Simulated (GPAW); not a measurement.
KTaO3 (Pm-3m): how ε∞ follows the gap

The empty bands of KTaO3 (Pm-3m) are shifted up rigidly by Δ, and ε∞ is computed for each shift.

It takes space group Pm-3m (No. 221, cubic). The conventional cell has a = 3.988 Å, b = 3.988 Å, c = 3.988 Å, α = 90.00°, β = 90.00°, γ = 90.00°. Around Ta on site a lie 6 O at 1.99 Å. Around K on site b lie 12 O at 2.82 Å. O on site d has 2 Ta at 1.99 Å as nearest neighbours.

Method: GPAW 26.7.0, LDA, RPA, k-mesh 8×8×8, local fields up to 50 eV, Lorentzian half width 0.15 eV.

Launch of the response step: `OMP_NUM_THREADS=1 python df.py`. The series took 4.5 min in all, its band step included, on 1 thread of Arm Neoverse V1, on a shared host.

| Δ (eV) | ε∞ |
| --- | --- |
| 0.00 | 4.982 |
| 0.40 | 4.750 |
| 0.80 | 4.550 |
| 1.20 | ? |
| 1.60 | 4.218 |
| 2.00 | 4.079 |

With one effective transition at E₀ and fixed dipole strength, ε∞ − 1 = A/(E₀ + Δ), so 1/(ε∞ − 1) is linear in Δ.

Working, on the rows shown:

| x = Δ (eV) | y = 1/(ε∞ − 1) |
| --- | --- |
| 0 | 0.25113 |
| 0.4 | 0.266667 |
| 0.8 | 0.28169 |
| 1.6 | 0.310752 |
| 2 | 0.324781 |

Means: x̄ = 0.96, ȳ = 0.287. Σ(x − x̄)(y − ȳ) = 0.1012, Σ(x − x̄)² = 2.752. Slope = 0.1012 / 2.752 = 0.03676; intercept = ȳ − slope · x̄ = 0.25171. Turned back into ε∞, the line misses the rows shown by at most 0.0092.

Question: What does the fit predict for the withheld row, and how well does it do?

Answer: At x = 1.2 the line gives y = 0.29583, that is 4.380. The run gave 4.374, so the interpolation is off by 0.0064, 0.7 % of the range in the table.

Refitted with all rows, the slope is 0.0368 and the intercept 0.25177. These give E₀ = intercept/slope = 6.8 eV, far above the least direct gap of 2.68 eV: most of the screening comes from transitions well over the edge. Over the first step ε∞ falls by 12 % per eV. Excitons are left out; LDA gaps are as a rule too small. The values come from a sum over the points of one k-mesh and carry its error, which grows as the direct gap shrinks. This version of GPAW has incomplete matrix elements in the optical limit, which can lower ε − 1 by up to a tenth where first-row anions or d states rule. Spin-orbit coupling is left out.
